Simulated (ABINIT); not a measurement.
**Completion of the band sum in GW: Diamond (Fd-3m, 2 atoms a cell)**

Aim: few bands, with and without a completion of the sum over empty states, for Diamond (Fd-3m, 2 atoms a cell).

Calculated with ABINIT 10.8.3; PBE and many-body steps on it, plane waves.

## Step 1: The structure

It takes space group Fd-3m (No. 227, cubic). Conventional cell: a = 3.567 Å, b = 3.567 Å, c = 3.567 Å, α = 90.00°, β = 90.00°, γ = 90.00°. Nearest to C lie 4 C at 1.54 Å.

The cell and positions come from the Crystallography Open Database and are kept as given unless a step says otherwise.

## Step 2: Empty states on the mesh, 8×8×8 mesh, 107 bands

This step: ABINIT 10.8.3; DFT, PBE, plane waves, norm-conserving pseudopotentials.

The sums over transitions need many empty states on a uniform mesh; this step solves for them.

The input, run.abi:

```
acell 3*1.0 Angstrom
rprim 
  -0.000000000000 1.783370000000 1.783370000000
  1.783370000000 0.000000000000 1.783370000000
  1.783370000000 1.783370000000 0.000000000000
ntypat 1
znucl 6
natom 2
typat 1 1
xred 
  -0.000000000000 0.000000000000 -0.000000000000
  0.250000000000 0.250000000000 0.250000000000
pp_dirpath "pseudos"
pseudos "C.upf"
ecut 37
ngkpt 8 8 8
nshiftk 1
shiftk 0 0 0
kptopt 1
chksymbreak 0
irdden 1
istwfk *1
nband 107
prtvol 0
optdriver 6
gwr_task "HDIAGO"
paral_kgb 0
occopt 1
indata_prefix "in"
outdata_prefix "out"
tmpdata_prefix "tmp"
```

Run with:

```sh
> OMP_NUM_THREADS=1 mpirun -n 4 abinit run.abi > log
```

The log of the run:

```text
.Version 10.8.3 of ABINIT. v10.8.2 released Aug 2026.

 Symmetries : space group Fd -3 m (#227); Bravais cF (face-center cubic)
[... echo of the input left out ...]
== DATASET  1 ==================================================================
-   mpi_nproc: 4, omp_nthreads: 1 (-1 if OMP is not activated)

--- !DatasetInfo
iteration_state: {dtset: 1, }
dimensions: {natom: 2, nkpt: 29, mband: 107, nsppol: 1, nspinor: 1, nspden: 1, mpw: 869, }
cutoff_energies: {ecut:  37.0, pawecutdg:  -1.0, }
[...]
Indirect band gap semiconductor
 Fundamental gap:     4.190 (eV)
   VBM:    10.293 (eV) at k: [ 0.0000E+00,  0.0000E+00,  0.0000E+00]
   CBM:    14.483 (eV) at k: [ 3.7500E-01,  3.7500E-01,  0.0000E+00]
 Direct gap:         5.626 (eV) at k: [ 0.0000E+00,  0.0000E+00,  0.0000E+00]

== END DATASET(S) ==============================================================
================================================================================

 -outvars: echo values of variables after computation  --------
           etotal      0.0000000000E+00
            nband         107
             nkpt          29
          spgroup         227
 [... the other variables as echoed above ...]

 Calculation completed.
```

Elapsed: 5.7 s, on 4 MPI ranks of Intel Xeon 6975P-C (Granite Rapids), shared host; peak memory 0.36 GiB; 22 s of CPU time.

Numbers from this step:

```yaml
gap: 4.190 eV
k_of_the_valence_top: 0, 0, 0
k_of_the_conduction_bottom: 0.375, 0.375, 0
least_direct_gap: 5.626 eV
k_points_computed: 29
lowest_point_of_the_top_converged_band_above_the_valence_top: 212.9731 eV
```

On this mesh the gap is 4.190 eV.

The density comes from a self-consistent run that is not shown.

## Step 3: Screening, 8×8×8 mesh, 99 bands, screening to 304.8 eV

The RPA dielectric matrix is built and inverted for each q.

This step: RPA screening on PBE, plane waves, norm-conserving pseudopotentials.

Edit run.abi of step 2 so:

```diff
@@ -20,10 +20,11 @@
 chksymbreak 0
-irdden 1
 istwfk *1
-nband 107
-prtvol 0
-optdriver 6
-gwr_task "HDIAGO"
-paral_kgb 0
 occopt 1
+irdwfk 1
+optdriver 3
+nband 99
+ecuteps 11.2
+inclvkb 2
+awtr 1
+symchi 1
 indata_prefix "in"
```

The log of the run:

```text
.Version 10.8.3 of ABINIT. v10.8.2 released Aug 2026.

 Symmetries : space group Fd -3 m (#227); Bravais cF (face-center cubic)
[... echo of the input left out ...]
== DATASET  1 ==================================================================
-   mpi_nproc: 4, omp_nthreads: 1 (-1 if OMP is not activated)

--- !DatasetInfo
iteration_state: {dtset: 1, }
dimensions: {natom: 2, nkpt: 29, mband: 99, nsppol: 1, nspinor: 1, nspden: 1, mpw: 869, }
cutoff_energies: {ecut:  37.0, pawecutdg:  -1.0, }
electrons: {nelect:   8.00000000E+00, charge:   0.00000000E+00, occopt:   1.00000000E+00, tsmear:   1.00000000E-02, }

 SCREENING: Calculation of the susceptibility and dielectric matrices

 Based on a program developped by R.W. Godby, V. Olevano, G. Onida, and L. Reining.
 Incorporated in ABINIT by V. Olevano, G.-M. Rignanese, and M. Torrent.
.Using double precision arithmetic ; gwpc =  8

[... cell and pseudopotentials left out ...]
--------------------------------------------------------------------------------

 ==== K-mesh for the wavefunctions ====
 Number of points in the irreducible wedge :    29
[... list of points left out ...]
 Together with 48 symmetry operations and time-reversal symmetry
 yields   512 points in the full Brillouin Zone.

 ==== Q-mesh for the screening function ====
 Number of points in the irreducible wedge :    29
[... list of points left out ...]
 Together with 48 symmetry operations and time-reversal symmetry
 yields   512 points in the full Brillouin Zone.

 setmesh: FFT mesh size selected  =    20x   20x   20
          total number of points  =         8000

 vcoul_init : cutoff-mode = AUXILIARY_FUNCTION
 q-points for optical limit:   1
     1)      0.000010    0.000020    0.000030

- screening: taking advantage of time-reversal symmetry
- Maximum band index for partially occupied states nbvw = 4
- Remaining bands to be divided among processors   nbcw = 95
- Number of bands treated by each node ~23

 Number of electrons calculated from density =    8.0000; Expected =    8.0000
 average of density, n =  0.104505
 r_s =    1.3170
 omega_plasma =   31.1835 [eV]

 calculating chi0 at frequencies [eV] :
  1    0.000000E+00    0.000000E+00
  2    0.000000E+00    3.118352E+01

--------------------------------------------------------------------------------
  q-point number  1        q = ( 0.000000, 0.000000, 0.000000) [r.l.u.]
--------------------------------------------------------------------------------
[... chi0 elements left out ...]
 For q-point:  0.000010 0.000020 0.000030
  dielectric constant =   5.5152
  dielectric constant without local fields =   5.9490

  Average fulfillment of the sum rule on Im[epsilon] for q-point    1 :     94.44  [%]
[... wings left out ...]
  q-point number  2        q = ( 0.125000, 0.000000, 0.000000) [r.l.u.]
--------------------------------------------------------------------------------
[... chi0 elements left out ...]
  Average fulfillment of the sum rule on Im[epsilon] for q-point    2 :     99.68  [%]

 [... 27 further q-points ...]
```

It took 64 s on 4 MPI ranks; peak memory 0.86 GiB.

Read from the output:

```
ε∞ with local fields, on this mesh    : 5.515
ε∞ without local fields, on this mesh : 5.949
plasma frequency                      : 31.18 eV
plane waves in the screening matrix   : 137
```

Local fields lower ε∞ by 7 %.

## Step 4: 99 bands

The self-energy is evaluated for the states that the input lists, and the quasiparticle equation is solved.

This step: G0W0 on PBE, plane waves, norm-conserving pseudopotentials.

Edit run.abi of step 3 so:

```diff
@@ -23,8 +23,17 @@
 irdwfk 1
-optdriver 3
+optdriver 4
 nband 99
+gwcalctyp 0
+ecutsigx 37
+symsigma 1
+nkptgw 2
+kptgw 
+  0.0000000000 0.0000000000 0.0000000000
+  0.3750000000 0.3750000000 0.0000000000
+bdgw 
+  2 7
+  3 6
 ecuteps 11.2
-inclvkb 2
-awtr 1
-symchi 1
+irdscr 1
+ppmodel 1
 indata_prefix "in"
```

The log of the run:

```text
.Version 10.8.3 of ABINIT. v10.8.2 released Aug 2026.

 Symmetries : space group Fd -3 m (#227); Bravais cF (face-center cubic)
[... echo of the input left out ...]
== DATASET  1 ==================================================================
-   mpi_nproc: 4, omp_nthreads: 1 (-1 if OMP is not activated)

--- !DatasetInfo
iteration_state: {dtset: 1, }
dimensions: {natom: 2, nkpt: 29, mband: 99, nsppol: 1, nspinor: 1, nspden: 1, mpw: 869, }
cutoff_energies: {ecut:  37.0, pawecutdg:  -1.0, }
electrons: {nelect:   8.00000000E+00, charge:   0.00000000E+00, occopt:   1.00000000E+00, tsmear:   1.00000000E-02, }

 SIGMA: Calculation of the GW corrections

 Based on a program developped by R.W. Godby, V. Olevano, G. Onida, and L. Reining.
 Incorporated in ABINIT by V. Olevano, G.-M. Rignanese, and M. Torrent.
.Using double precision arithmetic ; gwpc =  8

[... cell and pseudopotentials left out ...]
--------------------------------------------------------------------------------

 ==== K-mesh for the wavefunctions ====
 Number of points in the irreducible wedge :    29
[... list of points left out ...]
 Together with 48 symmetry operations and time-reversal symmetry
 yields   512 points in the full Brillouin Zone.

 ==== Q-mesh for screening function ====
 Number of points in the irreducible wedge :    29
[... list of points left out ...]
 Together with 48 symmetry operations and time-reversal symmetry
 yields   512 points in the full Brillouin Zone.

 vcoul_init : cutoff-mode = AUXILIARY_FUNCTION
 q-points for optical limit:   1
     1)      0.000010    0.000020    0.000030
 setmesh: FFT mesh size selected  =    32x   32x   32
          total number of points  =        32768

 Number of electrons calculated from density =    8.0000; Expected =    8.0000
 average of density, n =  0.104505
 r_s =    1.3170
 omega_plasma =   31.1835 [eV]

 === KS Band Gaps ===
  >>>> For spin  1
   Minimum direct gap =   5.6255 [eV], located at k-point      :   0.0000  0.0000  0.0000
   Fundamental gap    =   4.1901 [eV], Top of valence bands at :   0.0000  0.0000  0.0000
                                       Bottom of conduction at :   0.3750  0.3750  0.0000
 SIGMA fundamental parameters:
 PLASMON POLE MODEL  1
 number of plane-waves for SigmaX                  869
 number of plane-waves for SigmaC and W            137
 number of plane-waves for wavefunctions           869
 number of bands                                    99
 number of independent spin polarizations            1
 number of spinorial components                      1
 number of k-points in IBZ                          29
 number of q-points in IBZ                          29
 number of symmetry operations                      48
 number of k-points in BZ                          512
 number of q-points in BZ                          512
 number of frequencies for dSigma/dE                 9
 frequency step for dSigma/dE [eV]                0.25
 number of omega for Sigma on real axis              0
 max omega for Sigma on real axis  [eV]           0.00
 zcut for avoiding poles [eV]                     0.10

 EPSILON^-1 parameters (SCR file):
 dimension of the eps^-1 matrix on file            137
 dimension of the eps^-1 matrix used               137
 number of plane-waves for wavefunctions           869
 number of bands                                    99
 number of q-points in IBZ                          29
 number of frequencies                               2
 number of real frequencies                          1
 number of imag frequencies                          1

 matrix elements of self-energy operator (all in [eV])

 Perturbative Calculation

--- !SelfEnergy_ee
iteration_state: {dtset: 1, }
kpoint     : [   0.000,    0.000,    0.000, ]
spin       : 1
KS_gap     :    5.626
QP_gap     :    7.416
Delta_QP_KS:    1.791
data: !SigmaeeData |
     Band     E0 <VxcDFT>   SigX SigC(E0)      Z dSigC/dE  Sig(E)    E-E0       E
        2  10.293 -16.962 -19.293   1.370   0.831  -0.204 -17.760  -0.798   9.495
        3  10.293 -16.962 -19.293   1.370   0.831  -0.204 -17.760  -0.798   9.495
        4  10.293 -16.962 -19.293   1.370   0.831  -0.204 -17.760  -0.798   9.495
        5  15.918 -15.643  -9.539  -4.911   0.832  -0.202 -14.650   0.993  16.911
        6  15.918 -15.643  -9.539  -4.911   0.832  -0.202 -14.650   0.993  16.911
        7  15.918 -15.643  -9.539  -4.911   0.832  -0.202 -14.650   0.993  16.911

--- !SelfEnergy_ee
iteration_state: {dtset: 1, }
kpoint     : [   0.375,    0.375,    0.000, ]
spin       : 1
KS_gap     :    9.944
QP_gap     :   11.612
Delta_QP_KS:    1.668
data: !SigmaeeData |
     Band     E0 <VxcDFT>   SigX SigC(E0)      Z dSigC/dE  Sig(E)    E-E0       E
        3   4.539 -15.969 -20.469   3.084   0.816  -0.226 -17.123  -1.155   3.384
        4   4.539 -15.969 -20.469   3.084   0.816  -0.226 -17.123  -1.155   3.384
        5  14.483 -14.094  -8.673  -4.812   0.841  -0.188 -13.581   0.513  14.996
        6  17.096 -13.238  -7.304  -5.342   0.843  -0.187 -12.739   0.499  17.595

== END DATASET(S) ==============================================================
================================================================================

 -outvars: echo values of variables after computation  --------
           etotal      0.0000000000E+00
            nband          99
             nkpt          29
          spgroup         227
 [... the other variables as echoed above ...]

 Calculation completed.
```

It took 13 s on 4 MPI ranks; peak memory 0.86 GiB.

Numbers from this step:

| Quantity | Value |
| --- | --- |
| G0W0 gap on the mesh | 5.501 eV |
| starting gap on the mesh | 4.190 eV |
| k of the valence top | 0, 0, 0 |
| k of the conduction bottom | 0.375, 0.375, 0 |
| Z at the valence top | 0.831 |
| Z at the conduction bottom | 0.841 |
| least direct G0W0 gap on the computed points | 7.416 eV |

The gap on the mesh goes from 4.19 eV to 5.50 eV, a correction of +1.31 eV.

## Step 5: Screening, 8×8×8 mesh, 12 bands, screening to 304.8 eV

This step: RPA screening on PBE, plane waves, norm-conserving pseudopotentials.

Edit run.abi of step 4 so:

```diff
@@ -23,17 +23,8 @@
 irdwfk 1
-optdriver 4
-nband 99
-gwcalctyp 0
-ecutsigx 37
-symsigma 1
-nkptgw 2
-kptgw 
-  0.0000000000 0.0000000000 0.0000000000
-  0.3750000000 0.3750000000 0.0000000000
-bdgw 
-  2 7
-  3 6
+optdriver 3
+nband 12
 ecuteps 11.2
-irdscr 1
-ppmodel 1
+inclvkb 2
+awtr 1
+symchi 1
 indata_prefix "in"
```

The log of the run:

```text
.Version 10.8.3 of ABINIT. v10.8.2 released Aug 2026.

 Symmetries : space group Fd -3 m (#227); Bravais cF (face-center cubic)
[... echo of the input left out ...]
== DATASET  1 ==================================================================
-   mpi_nproc: 4, omp_nthreads: 1 (-1 if OMP is not activated)

--- !DatasetInfo
iteration_state: {dtset: 1, }
dimensions: {natom: 2, nkpt: 29, mband: 12, nsppol: 1, nspinor: 1, nspden: 1, mpw: 869, }
cutoff_energies: {ecut:  37.0, pawecutdg:  -1.0, }
electrons: {nelect:   8.00000000E+00, charge:   0.00000000E+00, occopt:   1.00000000E+00, tsmear:   1.00000000E-02, }

 SCREENING: Calculation of the susceptibility and dielectric matrices

 Based on a program developped by R.W. Godby, V. Olevano, G. Onida, and L. Reining.
 Incorporated in ABINIT by V. Olevano, G.-M. Rignanese, and M. Torrent.
.Using double precision arithmetic ; gwpc =  8

[... cell and pseudopotentials left out ...]
--------------------------------------------------------------------------------

 ==== K-mesh for the wavefunctions ====
 Number of points in the irreducible wedge :    29
[... list of points left out ...]
 Together with 48 symmetry operations and time-reversal symmetry
 yields   512 points in the full Brillouin Zone.

 ==== Q-mesh for the screening function ====
 Number of points in the irreducible wedge :    29
[... list of points left out ...]
 Together with 48 symmetry operations and time-reversal symmetry
 yields   512 points in the full Brillouin Zone.

 setmesh: FFT mesh size selected  =    20x   20x   20
          total number of points  =         8000

 vcoul_init : cutoff-mode = AUXILIARY_FUNCTION
 q-points for optical limit:   1
     1)      0.000010    0.000020    0.000030

- screening: taking advantage of time-reversal symmetry
- Maximum band index for partially occupied states nbvw = 4
- Remaining bands to be divided among processors   nbcw = 8
- Number of bands treated by each node ~2

 Number of electrons calculated from density =    8.0000; Expected =    8.0000
 average of density, n =  0.104505
 r_s =    1.3170
 omega_plasma =   31.1835 [eV]

 calculating chi0 at frequencies [eV] :
  1    0.000000E+00    0.000000E+00
  2    0.000000E+00    3.118352E+01

--------------------------------------------------------------------------------
  q-point number  1        q = ( 0.000000, 0.000000, 0.000000) [r.l.u.]
--------------------------------------------------------------------------------
[... chi0 elements left out ...]
 For q-point:  0.000010 0.000020 0.000030
  dielectric constant =   5.4684
  dielectric constant without local fields =   5.9113

  Average fulfillment of the sum rule on Im[epsilon] for q-point    1 :     19.70  [%]
[... wings left out ...]
  q-point number  2        q = ( 0.125000, 0.000000, 0.000000) [r.l.u.]
--------------------------------------------------------------------------------
[... chi0 elements left out ...]
  Average fulfillment of the sum rule on Im[epsilon] for q-point    2 :     79.43  [%]

 [... 27 further q-points ...]
```

The job ended after 9.2 s (4 MPI ranks; peak memory 0.46 GiB).

Read from the output:

| Item | Value |
| --- | --- |
| ε∞ with local fields, on this mesh | 5.468 |
| ε∞ without local fields, on this mesh | 5.911 |
| plasma frequency | 31.18 eV |
| plane waves in the screening matrix | 137 |

[end of part 1 of 2]

[Long decimals in the printed logs are rounded to 6 places.]

[Logs are printed without paths, hosts, clocks, repeated set-up lines and the standing remarks that a program may print on its own settings, such as how far it seeks lower states.]

[Paths, hosts, dates, memory and timing lines, banners, echoed tables and standing remarks are left out of the program output; an Ansatz launch command may be rebuilt from the run's recorded settings. Measured values are a selection of at most five: reports struck by readers or far from the other reports are left out. None is set beside runs whose start may be inverted or whose files or cutoffs have a known fault.]

[Runs of the session that timed out or met a known fault of the program may be left out.]

[Hosts, paths, dates, database ids (printed as entryN), source tags and the programs' standing remarks are cut or masked in the printed files.]

[G0W0 gaps are taken among the corrected bands and points alone; a level outside them can change the order at an edge.]

[Where Ansatz stands beside ABINIT at settings called matched, ABINIT's density can come from a denser mesh and the files from another edition; pairs whose starting gaps differed by over 0.03 eV were left out, so agreement reads better than it is.]
